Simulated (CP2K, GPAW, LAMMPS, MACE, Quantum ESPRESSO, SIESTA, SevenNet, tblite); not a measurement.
## Finding the fault: Quantum ESPRESSO, glassy 84SiO2-16BaO (mol %) (71 atoms)

Program: Quantum ESPRESSO 7.5, a calculation on a cell of 21 Si, 4 Ba and 46 O, 14.4 Å³ an atom.

Contents of pw.in:

```
&control
  calculation = 'scf'
  pseudo_dir = './pseudo'
  outdir = './tmp'
  disk_io = 'none'
  tprnfor = .true.
  tstress = .true.
/
&system
  ibrav = 0
  nat = 71
  ntyp = 3
  ecutwf = 60
  ecutrho = 480
  nosym = .true.
  occupations = 'smearing'
  smearing = 'fd'
  degauss = 0.003675
/
&electrons
  conv_thr = 3.5e-07
  electron_maxstep = 50
  mixing_beta = 0.4
  mixing_mode = 'plain'
  diagonalization = 'david'
/
ATOMIC_SPECIES
Si 28.085 Si.upf
Ba 137.327 Ba.upf
O 15.999 O.upf
CELL_PARAMETERS angstrom
10.07216 0.00000 0.00000
0.00000 10.07216 0.00000
0.00000 0.00000 10.07216
ATOMIC_POSITIONS crystal
Si 0.00436 0.30661 0.01310
Si 0.60562 0.34877 0.46760
Si 0.67744 0.01670 0.86013
Si 0.95615 0.75264 0.98910
Si 0.24850 0.48723 0.08234
Si 0.46624 0.80934 0.95700
Si 0.85806 0.51272 0.18172
Si 0.61562 0.28723 0.76128
Si 0.47351 0.52703 0.87905
Si 0.88557 0.04040 0.08758
[... 57 atom lines left out ...]
O 0.92112 0.88850 0.06754
O 0.29411 0.21760 0.71984
O 0.87954 0.37266 0.09345
O 0.68205 0.65698 0.68607
K_POINTS gamma
```

Run with:

```bash
$ OMP_NUM_THREADS=1 mpirun -np 4 pw.x -in pw.in > output.txt
```

The log of the run:

```text
Program PWSCF
 %%%%%%%%%%%%%%%%%%%%%%%%%%%%%%%%%%%%%%%%%%%%%%%%%%%%%%%%%%%%%%%%%%%%%%%%%%%%%%
     Error in routine  read_namelists (1):
      bad line in namelist &system: "  ecutwf = 60" (error could be in the previous line)
 %%%%%%%%%%%%%%%%%%%%%%%%%%%%%%%%%%%%%%%%%%%%%%%%%%%%%%%%%%%%%%%%%%%%%%%%%%%%%%
```

Run time: 0.49 s. Hardware: 4 MPI ranks of Arm Neoverse V1, shared host; peak memory 0.33 GiB.

Banners, paths, timers and routine set-up lines are dropped from the logs unmarked, and long logs keep their key lines alone; longer cuts are marked.

Q: Find the fault and mend it.

A misspelt keyword: ecutwfc written as ecutwf. Mend: write ecutwfc in place of ecutwf.

The program stopped at the start.

[Also dropped from logs without a mark: logging warnings of Python, and SIESTA's first energy breakdown and zero terms.]

[Logs are printed without paths, hosts, clocks, repeated set-up lines and the standing remarks that a program may print on its own settings, such as how far it seeks lower states.]

[Hosts, paths, dates, database ids (printed as entryN), source tags and the programs' standing remarks are cut or masked in the printed files.]
